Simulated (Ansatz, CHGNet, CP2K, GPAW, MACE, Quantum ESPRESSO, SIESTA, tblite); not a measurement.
## Twisted Ti2CO2 MXene bilayer, 21.79° (70 atoms): runs against a plane-wave reference

The cell holds 70 atoms: 14 C, 28 Ti and 28 O. Cell: a = 8.017 Å, b = 8.017 Å, c = 23.860 Å, α = 90.0°, β = 90.0°, γ = 120.0°. It derives from Ti2CO2 (Ti2CO2 MXene). Ti2CO2 MXene (a = 3.03 Å) under Ti2CO2 MXene (a = 3.03 Å), bilayer, commensurate cell of 7 unit cells a layer, twist 21.79 deg; facing planes 2.98 Å apart; 12 Å of vacuum; layers as built, displaced by a Gaussian of 0.01 Å. Then every atom was moved at random, 0.03 Å r.m.s. a Cartesian component. Regions: layer 1, 35 atoms (7 C, 14 Ti and 14 O); layer 2, 35 atoms (7 C, 14 Ti and 14 O). Vacuum lies along c.

Geometry: as built.

The reference, a calculation:

| Quantity | Value |
| --- | --- |
| method | Kohn-Sham DFT, PBE, SSSP efficiency 1.3.0 pseudopotentials, plane waves (Quantum ESPRESSO 7.5); sssp-pbe-1.3.0-efficiency, cutoffs 60/480 Ry, Γ point |
| r.m.s. force component | 0.5 eV/Å |
| longest force | 1.983 eV/Å |
| gap (highest filled to lowest empty level) | 0.4847 eV |
| time | 9.5 min on 4 MPI ranks of Arm Neoverse V1, shared host |
| CPU time | 38 min |

**Question.** The same geometry is run in other programs. How far does each lie from the reference, and what does it cost?
- SIESTA PBE, DZP, shift 0.01 Ry, mesh 500 Ry (SIESTA 5.4.2; 2 MPI ranks)
- CHGNet 0.3.0 potential (CHGNet 0.3.0; 1 thread)
- QE PBE, sssp-1.3.0-efficiency, 30/240 Ry (Quantum ESPRESSO 7.5; 2 MPI ranks)
- GPAW PBE, LCAO szp(dzp), h 0.18 Å (GPAW 26.7.0; 1 thread)
- tblite GFN1-xTB (tblite 0.8.0; 1 thread)
- CP2K PBE, DZVP-UZH, 800/50 Ry, diagonalisation (CP2K 2026.2; 2 threads)
- CP2K PBE, DZVP-UZH, 280/50 Ry, diagonalisation (CP2K 2026.2; 4 MPI ranks)
- MACE MPA-0 medium potential (MACE MPA-0 medium; 1 thread)
- CP2K PBE+D3(BJ), DZVP-UZH, 800/50 Ry, diagonalisation (CP2K 2026.2; 2 threads)
- CHGNet r2SCAN potential (CHGNet r2SCAN; 1 thread)

Differences are against the plane-wave reference, forces as r.m.s. over components; share is that over the reference's r.m.s. force, slope the least-squares factor from reference forces to these. Total energies of different programs have different zeros and aren't compared.

```tsv
run	Δ force, r.m.s. (meV/Å)	share (%)	slope	Δ gap (eV)	cores	CPU time	memory (GiB)
reference	-	-	-	-	4	38 min	4.5
SIESTA PBE, DZP, shift 0.01 Ry, mesh 500 Ry	89.8	18.0	1.085	-	2	9 min	1.8
CHGNet 0.3.0 potential	241	48.3	0.624	-	1	5.6 s	1.1
QE PBE, sssp-1.3.0-efficiency, 30/240 Ry (coarse)	23.1	4.62	1.026	-0.0175	2	14 min	1.5
GPAW PBE, LCAO szp(dzp), h 0.18 Å (coarse)	210	42.1	1.197	-0.195	1	7 min	1.7
tblite GFN1-xTB	596	119	0.158	-	1	5.1 s	0.12
CP2K PBE, DZVP-UZH, 800/50 Ry, diagonalisation	41.5	8.29	1.047	-0.0027	2	12 min	6.6
CP2K PBE, DZVP-UZH, 280/50 Ry, diagonalisation (coarse)	91.1	18.2	1.042	-0.0019	4	9.4 min	2.9
MACE MPA-0 medium potential	223	44.7	0.773	-	1	10 s	0.93
CP2K PBE+D3(BJ), DZVP-UZH, 800/50 Ry, diagonalisation	56.6	11.3	1.054	-0.0027	2	13 min	6.6
CHGNet r2SCAN potential	313	62.5	0.419	-	1	5.7 s	1.1
```

Rows marked coarse were listed beforehand as settings not expected to be converged; some can still land near the reference.

Times of the machine-learned potentials are mostly Python's start and the loading of weights.

CPU time is summed over cores on a shared host, where runs went side by side, so it is rough. Symmetry, cutoffs, thresholds, outputs and thread counts weren't matched or tuned between programs; memory under MPI is the largest rank's times the ranks.

The PBE runs in local orbitals, coarse settings apart, differ by 8.3 % (CP2K PBE, DZVP-UZH, 800/50 Ry, diagonalisation) to 18 % (SIESTA PBE, DZP, shift 0.01 Ry, mesh 500 Ry); basis, grid and potentials can all enter. Tight binding differs by 119 % (tblite GFN1-xTB); it is another model, with fitted parameters of its own, and the xTB methods hold dispersion. Machine-learned potentials differ by 45 % (MACE MPA-0 medium potential) to 63 % (CHGNet r2SCAN potential); they were trained on other programs' data, some at another functional. Among those trained on PBE data the slope goes as low as 0.62, with a correlation of 0.90, so directions differ as well as sizes. Rows with another functional or a dispersion term differ by 11 % (CP2K PBE+D3(BJ), DZVP-UZH, 800/50 Ry, diagonalisation), which mixes the change of model with differences of basis and potentials. Periodic xTB results under one method name differ between programs and library versions. Machine-learned potentials mimic data converged in k, so the reference's own k-point error enters their differences. The runs have no spin polarisation, so any moments at edges, vacancies or dangling bonds can't form. The electronic-structure runs sample only Γ, in a cell whose shortest periodic width is 7 Å.

[Logs are printed without paths, hosts, clocks, repeated set-up lines and the standing remarks that a program may print on its own settings, such as how far it seeks lower states.]

[Hosts, paths, dates, database ids (printed as entryN), source tags and the programs' standing remarks are cut or masked in the printed files.]
